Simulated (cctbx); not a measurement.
## A crystallographic session in cctbx: SnPW

Library: cctbx 2025.11. The data are simulated by the first script.

## 1. Simulate the data

run.py:

```python
from cctbx import adptbx, crystal, miller, sgtbx, xray
from cctbx.array_family import flex
from iotbx.shelx import hklf
from scitbx import matrix
import scitbx.random

cs = crystal.symmetry(unit_cell=(6.779, 4.143, 7.909, 90, 90, 90), space_group_symbol='Hall: -P 2ac 2n')  # Pnma
atoms = [  # label, site, U (iso, or U11 U22 U33 U12 U13 U23 in A^2), occupancy
    ("W1", (0.6567, 0.75, 0.9417), (0.0096, 0.0107, 0.0065, 0.0000, -0.0012, 0.0000), 1),
    ("Sn1", (0.4673, 0.25, 0.6799), (0.0060, 0.0060, 0.0077, 0.0000, 0.0006, 0.0000), 1),
    ("P1", (0.7733, 0.75, 0.6247), (0.0119, 0.0126, 0.0094, 0.0000, -0.0001, 0.0000), 1),
]
xs = xray.structure(crystal_symmetry=cs)
for label, site, u, occ in atoms:
    u = adptbx.u_cif_as_u_star(cs.unit_cell(), u) if isinstance(u, tuple) else u
    xs.add_scatterer(xray.scatterer(label, site=site, u=u, occupancy=occ))
xs.set_inelastic_form_factors(0.6889, "sasaki")
xs.show_summary()
p1 = xs.expand_to_p1()
ms = miller.build_set(p1, anomalous_flag=True, d_min=0.77)
flex.set_random_seed(755655)
scitbx.random.set_random_seed(755655)
ms = ms.select(flex.random_double(ms.size()) < 0.7)
i = ms.structure_factors_from_scatterers(p1, algorithm="direct").f_calc().as_intensity_array().data()
i = i * 70000 / flex.max(i)
sig = flex.sqrt(i + flex.pow2(0.015 * i) + 15 ** 2)
noise = scitbx.random.variate(scitbx.random.normal_distribution())(i.size())
data = ms.array(data=i + sig * noise, sigmas=sig).set_observation_type_xray_intensity()
with open("data.hkl", "w") as f:
    data.export_as_shelx_hklf(f)
print("reflections written:", data.size(), " <I/sigma> = %.1f" % flex.mean(data.data() / data.sigmas()))
for h, a, b in list(data.sort("data"))[:12]:
    print("%4d%4d%4d %9.1f %7.1f" % (h + (a, b)))
```

```console
$ python run.py
```

```text
Number of scatterers: 3
At special positions: 3
Unit cell: (6.779, 4.143, 7.909, 90, 90, 90)
Space group: P n m a (No. 62)
reflections written: 1436  <I/sigma> = 28.1
   0  -2   0   69440.9  1082.9
   0   2   0   68795.8  1082.9
   3   1  -4   33451.1   527.0
   3  -1  -4   32970.9   527.0
   3  -1   4   32824.0   527.0
  -3  -1   4   32390.0   527.0
  -3   1  -4   32241.4   527.0
  -2  -1   0   32153.4   515.9
   0   1   3   32042.1   502.5
  -3   0   1   32020.8   509.0
   3   0   1   31972.5   509.0
  -3   0  -1   31854.0   509.0
```

It took 0.26 s on 1 thread of Arm Neoverse V2, on a shared host, peak memory 0.07 GiB.

## 2. Refinement (right model, isotropic)

run.py:

```python
import math
from cctbx import adptbx, crystal, maptbx, sgtbx, xray
from cctbx.array_family import flex
from cctbx.xray import observations
from iotbx.shelx import hklf
from scitbx.lstbx import normal_eqns_solving
from smtbx import absolute_structure, utils
from smtbx.refinement import constraints, least_squares

cs = crystal.symmetry(unit_cell=(6.779, 4.143, 7.909, 90, 90, 90), space_group_symbol='Hall: -P 2ac 2n')  # Pnma
atoms = [  # label, site, U (iso, or U11 U22 U33 U12 U13 U23 in A^2), occupancy
    ("W1", (0.6552, 0.75, 0.9476), 0.0200, 1),
    ("Sn1", (0.4666, 0.25, 0.6781), 0.0200, 1),
    ("P1", (0.783, 0.75, 0.6243), 0.0200, 1),
]
xs = xray.structure(crystal_symmetry=cs)
for label, site, u, occ in atoms:
    u = adptbx.u_cif_as_u_star(cs.unit_cell(), u) if isinstance(u, tuple) else u
    xs.add_scatterer(xray.scatterer(label, site=site, u=u, occupancy=occ))
xs.set_inelastic_form_factors(0.6889, "sasaki")
raw = hklf.reader(file_name="data.hkl").as_miller_arrays(crystal_symmetry=cs, anomalous=True)[0]
merged = raw.eliminate_sys_absent().merge_equivalents()
fo2 = merged.array().set_observation_type_xray_intensity()
print("Rint %.3f, %d unique reflections to %.2f A" % (merged.r_int(), fo2.size(), fo2.d_min()))
for sc in xs.scatterers():
    sc.flags.set_grad_site(True)
    sc.flags.set_grad_u_aniso(sc.flags.use_u_aniso())
    sc.flags.set_grad_u_iso(sc.flags.use_u_iso())
obs = fo2.as_xray_observations()
extra = {}
rep = constraints.reparametrisation(xs, [], utils.connectivity_table(xs), **extra)
ls = least_squares.crystallographic_ls(obs, rep, weighting_scheme=least_squares.mainstream_shelx_weighting(a=0, b=0))
print("cycle     R1     wR2    GooF  max shift (A)")
for cycle in range(8):
    ls.build_up()
    r1, wr2, goof = ls.r1_factor(cutoff_factor=2)[0], ls.wR2(), ls.goof()
    old = xs.sites_cart()
    normal_eqns_solving.levenberg_marquardt_iterations(ls, n_max_iterations=3, tau=1e-06, step_threshold=1e-7)
    big = flex.max((xs.sites_cart() - old).norms())
    print("%4d %7.4f %7.4f %7.3f %9.5f" % (cycle + 1, r1, wr2, goof, big))
    ls.build_up(objective_only=True)
    if abs(ls.wR2() - wr2) < 5e-5 and big < 5e-4:
        break
ls.build_up()
print("final R1 %.4f wR2 %.4f GooF %.3f  parameters %d  data/parameter %.1f" % (ls.r1_factor(cutoff_factor=2)[0], ls.wR2(), ls.goof(), ls.n_parameters, fo2.size() / ls.n_parameters))
cov = ls.covariance_matrix_and_annotations()
su = dict(zip(cov.annotations, (math.sqrt(max(v, 0)) for v in cov.matrix.matrix_packed_u_diagonal())))
a2 = cs.unit_cell().reciprocal_parameters()[0] ** -2
print("atom        x        y        z      Ueq    occ   su(xyz)  su(Uiso or U11)")
for sc in xs.scatterers():
    s = max(su.get(sc.label + k, 0) for k in (".x", ".y", ".z"))
    npd = "" if sc.is_positive_definite_u(cs.unit_cell()) else "  NPD"
    print("%-5s %8.5f %8.5f %8.5f %8.4f %6.3f %8.5f %7.4f%s" % ((sc.label,) + sc.site + (sc.u_iso_or_equiv(cs.unit_cell()), sc.occupancy, s, su.get(sc.label + ".uiso", su.get(sc.label + ".u11", 0) * a2), npd)))
fo = fo2.f_sq_as_f()
fc = fo.structure_factors_from_scatterers(xs, algorithm="direct").f_calc()
diff = fo.f_obs_minus_f_calc(1 / math.sqrt(ls.scale_factor()), fc).average_bijvoet_mates()
m = diff.fft_map(symmetry_flags=maptbx.use_space_group_symmetry, resolution_factor=0.25).apply_volume_scaling()
print("difference map: max %.2f min %.2f rms %.2f" % (m.statistics().max(), m.statistics().min(), m.statistics().sigma()))
peaks = m.peak_search(parameters=maptbx.peak_search_parameters(min_distance_sym_equiv=0.6, max_clusters=6)).all()
near = xs.closest_distances(peaks.sites(), distance_cutoff=4)
sps = cs.special_position_settings(min_distance_sym_equiv=0.5)
for k, (x, h) in enumerate(zip(peaks.sites(), peaks.heights())):
    ss = sps.site_symmetry(x)
    print("Q%-3d %7.4f %7.4f %7.4f %4d %7.2f  %.2f A from %s" % ((k + 1,) + tuple(t % 1 for t in ss.exact_site()) + (ss.multiplicity(), h, near.smallest_distances[k], xs.scatterers()[near.i_seqs[k]].label)))
```

```console
$ python run.py
```

```text
Rint 0.014, 288 unique reflections to 0.77 A
cycle     R1     wR2    GooF  max shift (A)
   1  0.1632  0.3660  26.992   0.06383
   2  0.0212  0.0491   3.620   0.00002
final R1 0.0212 wR2 0.0491 GooF 3.620  parameters 9  data/parameter 32.0
atom        x        y        z      Ueq    occ   su(xyz)  su(Uiso or U11)
W1     0.65674  0.75000  0.94165   0.0091  1.000  0.00007  0.0002
Sn1    0.46723  0.25000  0.67980   0.0066  1.000  0.00011  0.0002
P1     0.77359  0.75000  0.62454   0.0115  1.000  0.00045  0.0006
difference map: max 2.81 min -4.93 rms 0.41
Q1    0.1532  0.6388  0.5586    8    2.95  0.46 A from W1
Q2    0.0439  0.7500  0.1194    4    1.54  0.48 A from Sn1
Q3    0.9902  0.2500  0.7644    4    1.48  0.47 A from Sn1
Q4    0.1044  0.7500  0.6867    4    1.25  1.08 A from W1
Q5    0.1807  0.7500  0.4257    4    1.06  1.06 A from W1
Q6    0.2020  0.2500  0.9998    4    0.99  1.06 A from W1
```

Time: 0.39 s.

Figures of merit this high mean that the model is still wrong or incomplete.

## 3. Refinement (right model, anisotropic)

run.py, as its changes from the last script of this kind:

```diff
@@ -12,3 +12,3 @@
-    ("W1", (0.6552, 0.75, 0.9476), 0.0200, 1),
-    ("Sn1", (0.4666, 0.25, 0.6781), 0.0200, 1),
-    ("P1", (0.783, 0.75, 0.6243), 0.0200, 1),
+    ("W1", (0.65674, 0.75, 0.94165), 0.0091, 1),
+    ("Sn1", (0.46723, 0.25, 0.6798), 0.0066, 1),
+    ("P1", (0.77359, 0.75, 0.62454), 0.0115, 1),
@@ -20,0 +21 @@
+xs.convert_to_anisotropic()
```

```console
$ python run.py
```

```text
Rint 0.014, 288 unique reflections to 0.77 A
cycle     R1     wR2    GooF  max shift (A)
   1  0.0212  0.0491   3.680   0.00316
   2  0.0064  0.0130   0.974   0.00000
final R1 0.0064 wR2 0.0130 GooF 0.974  parameters 18  data/parameter 16.0
atom        x        y        z      Ueq    occ   su(xyz)  su(Uiso or U11)
W1     0.65672  0.75000  0.94169   0.0089  1.000  0.00002  0.0001
Sn1    0.46728  0.25000  0.67988   0.0065  1.000  0.00003  0.0001
P1     0.77316  0.75000  0.62469   0.0114  1.000  0.00012  0.0004
difference map: max 0.54 min -0.65 rms 0.14
Q1    0.2494  0.2500  0.1520    4    0.55  0.98 A from W1
Q2    0.1445  0.7500  0.9397    4    0.44  1.01 A from P1
Q3    0.0590  0.1390  0.2538    8    0.41  1.56 A from P1
Q4    0.0355  0.7500  0.4805    4    0.41  1.03 A from W1
Q5    0.2150  0.7500  0.3881    4    0.41  1.40 A from W1
Q6    0.9990  0.2500  0.7484    4    0.41  0.61 A from Sn1
```

Time: 0.42 s.

## 4. Refinement

run.py, as its changes from the last script of this kind:

```diff
@@ -14 +13,0 @@
-    ("P1", (0.77359, 0.75, 0.62454), 0.0115, 1),
@@ -35 +34 @@
-for cycle in range(8):
+for cycle in range(12):
```

```console
$ python run.py
```

```text
Rint 0.014, 288 unique reflections to 0.77 A
cycle     R1     wR2    GooF  max shift (A)
   1  0.1367  0.3062  22.703   0.00638
   2  0.1361  0.2949  21.865   0.00000
final R1 0.1361 wR2 0.2949 GooF 21.865  parameters 12  data/parameter 24.0
atom        x        y        z      Ueq    occ   su(xyz)  su(Uiso or U11)
W1     0.65740  0.75000  0.94187   0.0065  1.000  0.00042  0.0017
Sn1    0.46685  0.25000  0.68054   0.0059  1.000  0.00070  0.0025
difference map: max 48.41 min -5.79 rms 2.67
Q1    0.2268  0.2500  0.3770    4   48.73  2.56 A from W1
Q2    0.1427  0.7500  0.5495    4   14.42  0.12 A from W1
Q3    0.0299  0.7500  0.1831    4   11.42  0.03 A from Sn1
Q4    0.2326  0.2500  0.2381    4    7.13  1.61 A from W1
Q5    0.1443  0.7500  0.9695    4    5.02  1.83 A from Sn1
Q6    0.1701  0.7500  0.7605    4    5.00  1.60 A from W1
```

Time: 0.44 s.

This run holds a fault made on purpose: atom left out: P1.

## 5. Refinement

run.py, as its changes from the last script of this kind:

```diff
@@ -12,2 +12,3 @@
-    ("W1", (0.65674, 0.75, 0.94165), 0.0091, 1),
-    ("Sn1", (0.46723, 0.25, 0.6798), 0.0066, 1),
+    ("Sn1", (0.65674, 0.75, 0.94165), 0.0091, 1),
+    ("W1", (0.46723, 0.25, 0.6798), 0.0066, 1),
+    ("P1", (0.77359, 0.75, 0.62454), 0.0115, 1),
```

```console
$ python run.py
```

```text
Rint 0.014, 288 unique reflections to 0.77 A
cycle     R1     wR2    GooF  max shift (A)
   1  0.6178  0.8858  66.397   0.05860
   2  0.2652  0.5507  41.277   0.01048
   3  0.2604  0.5500  41.227   0.00023
final R1 0.2606 wR2 0.5500 GooF 41.227  parameters 18  data/parameter 16.0
atom        x        y        z      Ueq    occ   su(xyz)  su(Uiso or U11)
Sn1    0.65665  0.75000  0.94157  -0.0292  1.000  0.00091  0.0032  NPD
W1     0.46572  0.25000  0.67824   0.0140  1.000  0.00140  0.0051
P1     0.77724  0.75000  0.61657   0.0053  1.000  0.00744  0.0207  NPD
difference map: max 102.39 min -20.29 rms 8.80
Q1    0.1576  0.7500  0.5573    4  104.02  0.01 A from Sn1
Q2    0.0188  0.7500  0.1846    4   43.11  0.12 A from W1
Q3    0.2123  0.2500  0.2024    4   19.22  1.43 A from P1
Q4    0.2234  0.2500  0.3534    4   17.40  0.24 A from P1
Q5    0.0181  0.7500  0.6975    4   13.88  1.45 A from Sn1
Q6    0.1886  0.2500  0.6710    4   10.90  1.88 A from W1
```

Time: 0.47 s.

This run holds a fault made on purpose: elements exchanged: W1 is Sn and Sn1 is W.

## 6. Refinement

run.py, as its changes from the last script of this kind:

```diff
@@ -12,3 +12,3 @@
-    ("Sn1", (0.65674, 0.75, 0.94165), 0.0091, 1),
-    ("W1", (0.46723, 0.25, 0.6798), 0.0066, 1),
-    ("P1", (0.77359, 0.75, 0.62454), 0.0115, 1),
+    ("W1", (0.65674, 0.75, 0.94165), 0.0091, 1),
+    ("Sn1", (0.46723, 0.25, 0.6798), 0.0066, 1),
+    ("Cl1", (0.77359, 0.75, 0.62454), 0.0115, 1),
```

```console
$ python run.py
```

```text
Rint 0.014, 288 unique reflections to 0.77 A
cycle     R1     wR2    GooF  max shift (A)
   1  0.0275  0.0602   4.515   0.00283
   2  0.0093  0.0225   1.687   0.00000
final R1 0.0093 wR2 0.0225 GooF 1.687  parameters 18  data/parameter 16.0
atom        x        y        z      Ueq    occ   su(xyz)  su(Uiso or U11)
W1     0.65673  0.75000  0.94170   0.0088  1.000  0.00003  0.0001
Sn1    0.46729  0.25000  0.67992   0.0064  1.000  0.00005  0.0002
Cl1    0.77322  0.75000  0.62470   0.0168  1.000  0.00021  0.0007
difference map: max 0.63 min -1.22 rms 0.21
Q1    0.2498  0.2500  0.1493    4    0.64  0.96 A from W1
Q2    0.1311  0.7500  0.5838    4    0.55  0.27 A from W1
Q3    0.2137  0.7500  0.3839    4    0.48  1.43 A from W1
Q4    0.0331  0.7500  0.4827    4    0.46  1.03 A from W1
Q5    0.0594  0.1331  0.2537    8    0.46  1.56 A from Cl1
Q6    0.2439  0.2500  0.0395    4    0.46  0.69 A from W1
```

Run time: 0.41 s on 1 thread of Arm Neoverse V2, with other jobs on the host, peak memory 0.09 GiB.

This run holds a fault made on purpose: wrong element: Cl1 is P.

[Logs are printed without paths, hosts, clocks, repeated set-up lines and the standing remarks that a program may print on its own settings, such as how far it seeks lower states.]
